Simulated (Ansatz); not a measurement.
## SrHf3, from a guessed structure to a relaxed one

Starting from a made-up structure for SrHf3, the aim is the relaxed cell, its shortest contacts and, where a second run follows, its electronic structure.

Calculated with Ansatz 0.2.0; DFT, PBE, plane-wave PAW, files of the set soft_1, scalar-relativistic, no spin, cell and ions relaxed at zero pressure; PAW set soft_1, in the first sound run; inputs show where later runs differ.

### Step 1. The structure

Symmetry: I4/mmm, No. 139, tetragonal system. Conventional cell: a = 4.752 Å, b = 4.752 Å, c = 9.787 Å, α = 90.00°, β = 90.00°, γ = 90.00°. Hf has 4 Sr at 3.36 Å and 8 Hf at 3.41 Å nearest. Nearest to Hf lie 8 Hf at 3.36 to 3.41 Å and 4 Sr at 3.41 Å. Sr has 12 Hf at 3.36 to 3.41 Å nearest. Farther neighbours are not listed.

As a file:

```cif
data_structure
_symmetry_space_group_name_H-M 'I4/mmm'
_symmetry_Int_Tables_number 139
_cell_length_a 4.7520
_cell_length_b 4.7520
_cell_length_c 9.7870
_cell_angle_alpha 90.000
_cell_angle_beta 90.000
_cell_angle_gamma 90.000
_cell_volume 221.01
loop_
_atom_site_label
_atom_site_type_symbol
_atom_site_symmetry_multiplicity
_atom_site_Wyckoff_symbol
_atom_site_fract_x
_atom_site_fract_y
_atom_site_fract_z
_atom_site_occupancy
Hf1 Hf 2 b 0.50000 0.50000 0.00000 1
Hf2 Hf 4 d 0.50000 0.00000 0.25000 1
Sr1 Sr 2 a 0.00000 0.00000 0.00000 1
```

### Step 2. Relaxation of the guess

The guessed cell has no reason to be at equilibrium. It is relaxed with the atoms, within the space group of the guess.

input.yaml

```yaml
crystal:
  lattice:
    - [-2.376, 2.376, 4.8935]
    - [2.376, -2.376, 4.8935]
    - [2.376, 2.376, -4.8935]
  atoms:
    - { symbol: Hf, position: [0.5, 0.5, 0.0] }
    - { symbol: Hf, position: [0.25, 0.75, 0.5] }
    - { symbol: Hf, position: [0.75, 0.25, 0.5] }
    - { symbol: Sr, position: [0.0, 0.0, 0.0] }
kpoints:
  mp_grid: { grid: [8, 8, 8] }
scf:
  occupations: { method: fermi_dirac, width: 0.05 }
hamiltonian:
  xc: pbe
  pseudopotentials: { kind: paw, azcp: { folder: soft_1 } }
relax:
  f_tol: 0.015
  max_steps: 70
  cell: {}
output:
  forces: true
  stress: true
```

The run is started by

```sh
$ ansatz run input.yaml --threads 4 --pin off --max-ram 8192MiB --backend cpu --events-out ev --progress --plain --runs-dir out
```

Numbers of over 12 decimals in the logs are rounded to 6 here.

What it wrote:

```text
Engine: ansatz 0.2.0, aarch64-unknown-linux-gnu
Pseudopotentials: kind: paw
Pseudopotential: Hf, paw, valence charge 26, recommended cutoff 420 eV (normal), soft_1/Hf.paw.azcp
Pseudopotential: Sr, paw, valence charge 10, recommended cutoff 420 eV (normal), soft_1/Sr.paw.azcp
Functional definition: PBE
  parameter kappa = 0.804
  parameter beta = 0.066725
  exchange = pbe_x(kappa = kappa, mu = beta*pi^2/3)
  correlation = pbe_c(beta = beta)
Crystal: 4 atoms, lattice volume = 110.503 Å³
Basis set: ecut = 420 eV, 2113 PW (Γ), exchange–correlation on 80×80×80 points (8 copies of the dense FFT grid, shifted against one another)
Bands: 53, of which v1, the nominal top of the filled ones, is band 44 counted from 1 (43 counted from 0)
Symmetry: 16 space group operations
Space group: I4/mmm (ITA 139), of the structure as read, at distance tolerance 4.8e-5 Å
k-points: 59 of 512
Non-local potential: Hf, projectors of the file, l = 0: 3, l = 1: 2, l = 2: 2, l = 3: 3
Non-local potential: Sr, projectors of the file, l = 0: 3, l = 1: 2, l = 2: 2
PAW form: soft (Blöchl's): semilocal exchange-correlation on the pseudo side does not see the compensation charge
PAW one-centre angular grid: Hf, 590 points (default); XC on 64 Gauss nodes
PAW one-centre angular grid: Sr, 110 points (default); XC on 64 Gauss nodes
Initial density: superposition of atomic densities (chi_scale 0.1, normalization cell, long waves kept (reshape's long-wave potential 0.00 eV rms))
Initial wavefunctions: pseudopotential atomic-orbital guess
Functional: x = pbe(κ = 0.804, μ = 0.219515), c = pbe(β = 0.066725)
SCF iter   1: F=—  HF=-50709.369018 eV  |F-HF|=—  |Δ(HF+E_count)|=         —  Δρ=3.69e-2  dr2=3.43e0  ethr=3.10e-3  ⟨swp⟩=7.8  Hψ=12310  notcnv=0  defer=1
preconditioner: auto → Kerker (q_TF=auto, 2.627 Å⁻¹)  [metal: Δε(μ)=0.002 eV  Ē_g=15.706 eV  σ=0.050 eV  W_gap=0.01  n_scr=32 (ndim 8)  ℏωp=31.6 eV  f_vac=0.000  D(μ)=5.21/eV (n_scr^D=36)]
SCF iter   2: F=—  HF=-50708.711692 eV  |F-HF|=—  |Δ(HF+E_count)|=   6.57e-1  Δρ=2.20e-2  dr2=1.18e0  ethr=3.10e-3  ⟨swp⟩=3.4  Hψ=5024  notcnv=0  defer=53
SCF iter   3: F=—  HF=-50708.484236 eV  |F-HF|=—  |Δ(HF+E_count)|=   2.27e-1  Δρ=8.65e-3  dr2=1.18e-1  ethr=1.34e-3  ⟨swp⟩=3.1  Hψ=5480  notcnv=0  defer=53
SCF iter   4: F=—  HF=-50708.347434 eV  |F-HF|=—  |Δ(HF+E_count)|=   1.37e-1  Δρ=3.91e-3  dr2=1.21e-2  ethr=1.34e-4  ⟨swp⟩=3.1  Hψ=6437  notcnv=0  defer=52
SCF iter   5: F=—  HF=-50708.353981 eV  |F-HF|=—  |Δ(HF+E_count)|=   6.55e-3  Δρ=9.09e-4  dr2=1.79e-3  ethr=1.37e-5  ⟨swp⟩=2.0  Hψ=5675  notcnv=0  defer=52
SCF iter   6: F=—  HF=-50708.354179 eV  |F-HF|=—  |Δ(HF+E_count)|=   1.98e-4  Δρ=3.32e-4  dr2=1.25e-4  ethr=2.04e-6  ⟨swp⟩=2.0  Hψ=5589  notcnv=0  defer=52
SCF iter   7: F=—  HF=-50708.354229 eV  |F-HF|=—  |Δ(HF+E_count)|=   5.06e-5  Δρ=2.27e-4  dr2=5.99e-5  ethr=1.43e-7  ⟨swp⟩=2.1  Hψ=5697  notcnv=0  defer=52
SCF iter   8: F=—  HF=-50708.354175 eV  |F-HF|=—  |Δ(HF+E_count)|=   5.49e-5  Δρ=7.61e-5  dr2=6.65e-6  ethr=6.80e-8  ⟨swp⟩=2.1  Hψ=5589  notcnv=0  defer=52
SCF iter   9: F=—  HF=-50708.354179 eV  |F-HF|=—  |Δ(HF+E_count)|=   4.19e-6  Δρ=1.57e-5  dr2=4.09e-7  ethr=7.56e-9  ⟨swp⟩=2.0  Hψ=5658  notcnv=0  defer=52
SCF iter  10: F=-50708.354179 eV  HF=-50708.354179 eV  |F-HF|=1.57e-8  |Δ(HF+E_count)|=   2.38e-8  Δρ=4.22e-6  dr2=2.66e-8  ethr=1.14e-10  ⟨swp⟩=5.0  Hψ=12958  notcnv=0
SCF 1 converged in 10 iterations: F = -50708.354179 eV  dr2 = 2.66e-8
  greatest PAW one-centre occupation: 0.999 electrons in one spin orbital (limit 2), on the Hf atom at site 2 (counted from 0), in its partial waves of l = 0
relax step   1: F+E_penalty+E_count = -50708.35417873 eV  Δ(F+E_penalty+E_count) = +0.000e0 eV  max|allowed force component| = 1.301e-17 eV/Å  Δτ_max = 0.0000 Å  P = -4.222 GPa  Ω = 110.503 Å³  (10 SCF iters, dr2 threshold 1.00e-7 eV, accepted)
Crystal: 4 atoms, lattice volume = 101.018 Å³
Basis set: ecut = 420 eV, 1975 PW (Γ), exchange–correlation on 80×80×80 points (8 copies of the dense FFT grid, shifted against one another)
Initial density: handed on by an earlier stage of this run
Initial wavefunctions: those handed on with the density
iter 1 solved again at ethr=4.14e-6 eV; its pass at ethr=3.10e-3 eV (dr2=3.64e-3 eV) is discarded
SCF iter   1: F=—  HF=-50708.484290 eV  |F-HF|=—  |Δ(HF+E_count)|=         —  Δρ=2.61e-3  dr2=4.08e-3  ethr=4.14e-6  ⟨swp⟩=3.0  Hψ=21563  notcnv=0
preconditioner: auto → Kerker (q_TF=auto, 2.666 Å⁻¹)  [metal: Δε(μ)=0.028 eV  Ē_g=16.490 eV  σ=0.050 eV  W_gap=0.13  n_scr=30 (ndim 8)  ℏωp=33.0 eV  f_vac=0.000  D(μ)=4.03/eV (n_scr^D=30)]
SCF iter   2: F=—  HF=-50708.483306 eV  |F-HF|=—  |Δ(HF+E_count)|=   9.84e-4  Δρ=1.36e-3  dr2=1.32e-3  ethr=4.14e-6  ⟨swp⟩=2.3  Hψ=5887  notcnv=0
SCF iter   3: F=—  HF=-50708.483192 eV  |F-HF|=—  |Δ(HF+E_count)|=   1.14e-4  Δρ=5.36e-4  dr2=2.54e-4  ethr=1.49e-6  ⟨swp⟩=2.0  Hψ=5452  notcnv=0
SCF iter   4: F=—  HF=-50708.483132 eV  |F-HF|=—  |Δ(HF+E_count)|=   6.06e-5  Δρ=2.43e-4  dr2=4.66e-5  ethr=2.89e-7  ⟨swp⟩=2.0  Hψ=5738  notcnv=0
SCF iter   5: F=—  HF=-50708.483131 eV  |F-HF|=—  |Δ(HF+E_count)|=   2.09e-7  Δρ=3.96e-5  dr2=1.56e-6  ethr=5.30e-8  ⟨swp⟩=2.0  Hψ=5646  notcnv=0
SCF iter   6: F=—  HF=-50708.483132 eV  |F-HF|=—  |Δ(HF+E_count)|=   9.17e-7  Δρ=1.52e-5  dr2=2.93e-7  ethr=4.55e-10  ⟨swp⟩=6.1  Hψ=16395  notcnv=0
SCF iter   7: F=—  HF=-50708.483132 eV  |F-HF|=—  |Δ(HF+E_count)|=   5.71e-8  Δρ=1.08e-5  dr2=1.83e-7  ethr=3.33e-10  ⟨swp⟩=5.9  Hψ=14419  notcnv=0
SCF iter   8: F=-50708.483132 eV  HF=-50708.483132 eV  |F-HF|=3.43e-9  |Δ(HF+E_count)|=   1.59e-7  Δρ=3.36e-6  dr2=1.11e-8  ethr=2.08e-10  ⟨swp⟩=5.7  Hψ=12989  notcnv=0
SCF 2 converged in 8 iterations: F = -50708.483132 eV  dr2 = 1.11e-8
relax step   2: F+E_penalty+E_count = -50708.48313199 eV  Δ(F+E_penalty+E_count) = -1.290e-1 eV  max|allowed force component| = 3.469e-18 eV/Å  Δτ_max = 0.0000 Å  P = +1.189 GPa  Ω = 101.018 Å³  energy of the carried Pulay correction = +1.415e-3 eV  (8 SCF iters, dr2 threshold 4.00e-7 eV, accepted)
Crystal: 4 atoms, lattice volume = 102.726 Å³
Basis set: ecut = 420 eV, 2023 PW (Γ), exchange–correlation on 80×80×80 points (8 copies of the dense FFT grid, shifted against one another)
iter 1 solved again at ethr=6.09e-7 eV; its pass at ethr=3.10e-3 eV (dr2=5.36e-4 eV) is discarded
SCF iter   1: F=—  HF=-50708.495117 eV  |F-HF|=—  |Δ(HF+E_count)|=         —  Δρ=7.15e-4  dr2=4.41e-4  ethr=6.09e-7  ⟨swp⟩=3.4  Hψ=20288  notcnv=0
preconditioner: auto → Kerker (q_TF=auto, 2.659 Å⁻¹)  [metal: Δε(μ)=0.014 eV  Ē_g=16.556 eV  σ=0.050 eV  W_gap=0.07  n_scr=30 (ndim 8)  ℏωp=32.8 eV  f_vac=0.000  D(μ)=3.91/eV (n_scr^D=30)]
SCF iter   2: F=—  HF=-50708.495075 eV  |F-HF|=—  |Δ(HF+E_count)|=   4.27e-5  Δρ=4.35e-4  dr2=1.80e-4  ethr=5.01e-7  ⟨swp⟩=2.1  Hψ=5720  notcnv=0
SCF iter   3: F=—  HF=-50708.495092 eV  |F-HF|=—  |Δ(HF+E_count)|=   1.77e-5  Δρ=1.57e-4  dr2=2.69e-5  ethr=2.04e-7  ⟨swp⟩=2.0  Hψ=4685  notcnv=0
SCF iter   4: F=—  HF=-50708.495070 eV  |F-HF|=—  |Δ(HF+E_count)|=   2.23e-5  Δρ=6.84e-5  dr2=3.47e-6  ethr=3.05e-8  ⟨swp⟩=2.2  Hψ=6117  notcnv=0
SCF iter   5: F=-50708.495069 eV  HF=-50708.495070 eV  |F-HF|=1.47e-7  |Δ(HF+E_count)|=   4.40e-7  Δρ=1.21e-5  dr2=2.04e-7  ethr=4.55e-10  ⟨swp⟩=5.2  Hψ=19130  notcnv=0
SCF 3 converged in 5 iterations: F = -50708.495069 eV  dr2 = 2.04e-7
relax step   3: F+E_penalty+E_count = -50708.49506945 eV  Δ(F+E_penalty+E_count) = -1.194e-2 eV  max|allowed force component| = 2.602e-18 eV/Å  Δτ_max = 0.0000 Å  P = +0.042 GPa  Ω = 102.726 Å³  energy of the carried Pulay correction = +1.156e-3 eV  (5 SCF iters, dr2 threshold 4.00e-7 eV, accepted)
Crystal: 4 atoms, lattice volume = 102.798 Å³
Basis set: ecut = 420 eV, 2055 PW (Γ), exchange–correlation on 80×80×80 points (8 copies of the dense FFT grid, shifted against one another)
iter 1 solved again at ethr=4.43e-7 eV; its pass at ethr=3.10e-3 eV (dr2=3.90e-4 eV) is discarded
SCF iter   1: F=—  HF=-50708.496082 eV  |F-HF|=—  |Δ(HF+E_count)|=         —  Δρ=3.18e-4  dr2=1.08e-4  ethr=4.43e-7  ⟨swp⟩=4.0  Hψ=19341  notcnv=0
preconditioner: auto → Kerker (q_TF=auto, 2.659 Å⁻¹)  [metal: Δε(μ)=0.008 eV  Ē_g=16.546 eV  σ=0.050 eV  W_gap=0.04  n_scr=30 (ndim 8)  ℏωp=32.8 eV  f_vac=0.000  D(μ)=3.85/eV (n_scr^D=30)]
SCF iter   2: F=—  HF=-50708.496085 eV  |F-HF|=—  |Δ(HF+E_count)|=   3.02e-6  Δρ=2.15e-4  dr2=5.35e-5  ethr=1.23e-7  ⟨swp⟩=1.4  Hψ=3158  notcnv=0
SCF iter   3: F=—  HF=-50708.496086 eV  |F-HF|=—  |Δ(HF+E_count)|=   1.32e-6  Δρ=3.26e-5  dr2=1.14e-6  ethr=6.08e-8  ⟨swp⟩=2.1  Hψ=3784  notcnv=0
SCF iter   4: F=—  HF=-50708.496086 eV  |F-HF|=—  |Δ(HF+E_count)|=   1.57e-8  Δρ=1.98e-5  dr2=3.60e-7  ethr=2.44e-10  ⟨swp⟩=7.5  Hψ=19511  notcnv=0
SCF iter   5: F=-50708.496086 eV  HF=-50708.496086 eV  |F-HF|=5.81e-9  |Δ(HF+E_count)|=   6.43e-8  Δρ=6.55e-6  dr2=4.76e-8  ethr=2.44e-10  ⟨swp⟩=6.0  Hψ=15768  notcnv=0
SCF 4 converged in 5 iterations: F = -50708.496086 eV  dr2 = 4.76e-8
relax step   4: F+E_penalty+E_count = -50708.49608597 eV  Δ(F+E_penalty+E_count) = -1.017e-3 eV  max|allowed force component| = 1.735e-18 eV/Å  Δτ_max = 0.0000 Å  P = -0.004 GPa  Ω = 102.798 Å³  energy of the carried Pulay correction = +1.147e-3 eV  (5 SCF iters, dr2 threshold 2.14e-7 eV, accepted)
Initial wavefunctions: pseudopotential atomic-orbital guess (no wavefunctions were taken with the density)
iter 1 solved again at ethr=4.35e-7 eV; its pass at ethr=3.10e-3 eV (dr2=3.82e-4 eV) is discarded
SCF iter   1: F=—  HF=-50708.495070 eV  |F-HF|=—  |Δ(HF+E_count)|=         —  Δρ=6.22e-5  dr2=5.47e-7  ethr=4.35e-7  ⟨swp⟩=3.7  Hψ=21662  notcnv=0
eigensolver tolerance schedule: the retry pair's looser diagonalisation over-reported the residual by 698.44 of it (diagonalisation noise at 0.11 of the residual, at the tolerance the schedule requests for it); recorded, not acted on — ethr = c·dr2/N_el stays at c = 1.0e-1
preconditioner: auto → Kerker (q_TF=auto, 2.659 Å⁻¹)  [metal: Δε(μ)=0.009 eV  Ē_g=16.546 eV  σ=0.050 eV  W_gap=0.04  n_scr=30 (ndim 8)  ℏωp=32.8 eV  f_vac=0.000  D(μ)=3.85/eV (n_scr^D=30)]
SCF iter   2: F=—  HF=-50708.495073 eV  |F-HF|=—  |Δ(HF+E_count)|=   3.13e-6  Δρ=5.08e-5  dr2=1.46e-6  ethr=6.21e-10  ⟨swp⟩=4.4  Hψ=9850  notcnv=0
SCF iter   3: F=—  HF=-50708.495073 eV  |F-HF|=—  |Δ(HF+E_count)|=   2.77e-7  Δρ=2.60e-5  dr2=3.04e-7  ethr=6.21e-10  ⟨swp⟩=2.1  Hψ=5747  notcnv=0
SCF iter   4: F=—  HF=-50708.495073 eV  |F-HF|=—  |Δ(HF+E_count)|=   7.09e-9  Δρ=5.38e-6  dr2=1.48e-8  ethr=3.45e-10  ⟨swp⟩=2.0  Hψ=5332  notcnv=0
SCF iter   5: F=—  HF=-50708.495073 eV  |F-HF|=—  |Δ(HF+E_count)|=   3.01e-9  Δρ=1.07e-6  dr2=7.75e-10  ethr=1.68e-11  ⟨swp⟩=2.1  Hψ=5814  notcnv=0
SCF iter   6: F=—  HF=-50708.495073 eV  |F-HF|=—  |Δ(HF+E_count)|=  3.71e-10  Δρ=5.97e-7  dr2=6.15e-10  ethr=1.00e-12  ⟨swp⟩=2.8  Hψ=6195  notcnv=0
SCF iter   7: F=-50708.495073 eV  HF=-50708.495073 eV  |F-HF|=2.91e-11  |Δ(HF+E_count)|=  4.22e-10  Δρ=1.73e-7  dr2=3.02e-11  ethr=1.00e-12  ⟨swp⟩=6.3  Hψ=19656  notcnv=0
SCF 5 converged in 7 iterations: F = -50708.495073 eV  dr2 = 3.02e-11
relax step   5: F+E_penalty+E_count = -50708.49507279 eV  Δ(F+E_penalty+E_count) = +1.013e-3 eV  max|allowed force component| = 2.602e-18 eV/Å  Δτ_max = 0.0000 Å  P = -0.008 GPa  Ω = 102.798 Å³  stress off target by 1.38e-2 GPa  SCF on the basis re-selected at this cell (its energy is not comparable with the rows above)  (7 SCF iters)
basis re-selected at this cell: Δ(F+E_penalty+E_count) = +1.013e-3 eV, ΔP = -0.004 GPa vs the last step (what re-selecting the basis moved, of the pressure what is left beyond the Pulay correction that the steps carried, after the strain that the cell walked since its last selection, with what the two solves' SCF thresholds leave and, on support functions, any second-order correction that the steps lacked; it is no m [...]
SCF converged after 7 iterations
Free energy (F): -50708.495073 eV
Harris-Foulkes:  -50708.495073 eV  (|F-HF|=2.91e-11)
Internal energy: -50708.461025 eV  (E = F + TS)
E sigma→0 (E₀):  -50708.478049 eV
Entropy (-TS):   -0.034048 eV (-8.512 meV/atom)
Fermi energy:    14.640344 eV
--- Per-component energies (eV) ---
  E_band       = -343.979083
  E_kinetic    = 1457.959149
  E_local      = -21921.659961  (includes V_loc(G=0)·N_el)
  E_nonlocal   = 405.007032
  E_hartree    = 10421.090376
  E_xc         = -973.349099
  E_vxc        = -917.812753  (∫ρ·V_xc dr)
  E_paw        = -25776.404160  (= ΣΔE_a)
  E_vpaw       = -209.653587  (= ΣTr[D̂ρ^β])
  E_aug_tail   = 0.000272  (compensation charges beyond the density's cutoff)
  E_ewald      = -14321.104635
  E_smearing   = -0.034048  (= −TS)
  E_closure    = 0.000000  (closes the sum)
  Σ components = -50708.495073   (vs F -50708.495073, Δ=0.00e0)
--- Forces (eV/Å), atoms counted from 1 ---
  atom   1  Hf     0.00000000     0.00000000     0.00000000
  atom   2  Hf    -0.00000000     0.00000000     0.00000000
  atom   3  Hf     0.00000000     0.00000000     0.00000000
  atom   4  Sr     0.00000000     0.00000000     0.00000000
  max |Σ_I F_I| component: 3.47e-18 eV/Å
--- Stress (GPa, compression-positive) ---
       -0.005291       0.000000       0.000000
        0.000000      -0.005291       0.000000
       -0.000000       0.000000      -0.013780
  P = ⅓ Tr σ = -0.0081 GPa (-0.081 kbar)
--- Relaxed structure (4 steps of the walk, 4 accepted, 1 SCFs on fresh bases) ---
  F+E_penalty+E_count = -50708.49507279 eV   max|allowed force component| = 2.602e-18 eV/Å   (the final SCF, on the basis selected at the relaxed cell)
  cell:  # Å, volume = 102.7979 Å³
    - [-2.362085, 2.362085, 4.606097]
    - [2.362085, -2.362085, 4.606097]
    - [2.362085, 2.362085, -4.606097]
  atoms:
    - { symbol: Hf, position: [0.5, 0.5, 0] }
    - { symbol: Hf, position: [0.250000, 0.750000, 0.500000] }
    - { symbol: Hf, position: [0.750000, 0.250000, 0.500000] }
    - { symbol: Sr, position: [0, 0, 0] }
```

Run time: 30 s. Hardware: 4 threads of Arm Neoverse V1, shared host; peak memory 0.62 GiB.

Relaxation path:

| step | energy less that of the first step (eV) | largest force component (eV/Å) | pressure (GPa) | volume (Å³) |
| --- | --- | --- | --- | --- |
| 1 | 0.0000 | 0.0000 | -4.22 | 110.50 |
| 2 | -0.1290 | 0.0000 | 1.19 | 101.02 |
| 3 | -0.1409 | 0.0000 | 0.04 | 102.73 |
| 4 | -0.1419 | 0.0000 | 0.00 | 102.80 |
| 5* | -0.1409 | 0.0000 | -0.01 | 102.80 |

Relaxation steps marked * repeat the geometry before them on a plane-wave basis chosen anew for their cell, so energy and pressure can jump there.

Forces are held to the 16 operations that the run works with; a distortion that breaks them can't arise in this run.

| conventional cell, symmetrised | before | after | change |
| --- | --- | --- | --- |
| a (Å) | 4.752 | 4.724 | -0.6 % |
| b (Å) | 4.752 | 4.724 | -0.6 % |
| c (Å) | 9.787 | 9.212 | -5.9 % |
| volume (Å³/atom) | 27.63 | 25.70 | -7.0 % |

This step gave:

```
free energy             : -50708.4951 eV
energy at zero smearing : -50708.4780 eV
smearing term TS        : 0.03405 eV
Fermi energy            : 14.64 eV
electrons               : 88
symmetry operations     : 16
pressure                : -0.008121 GPa
```

Shortest distances by pair of elements, guess and relaxed (not always the same contact):

| pair | guess (Å) | relaxed (Å) |
| --- | --- | --- |
| Hf–Sr | 3.360 | 3.299 |
| Hf–Hf | 3.360 | 3.299 |
| Sr–Sr | 4.752 | 4.724 |

The relaxation ends with a pressure of -0.01 GPa.

(Continued in part 2 of 2.)

[Logs are printed without paths, hosts, clocks, repeated set-up lines and the standing remarks that a program may print on its own settings, such as how far it seeks lower states.]

[Hosts, paths, dates, database ids (printed as entryN), source tags and the programs' standing remarks are cut or masked in the printed files.]
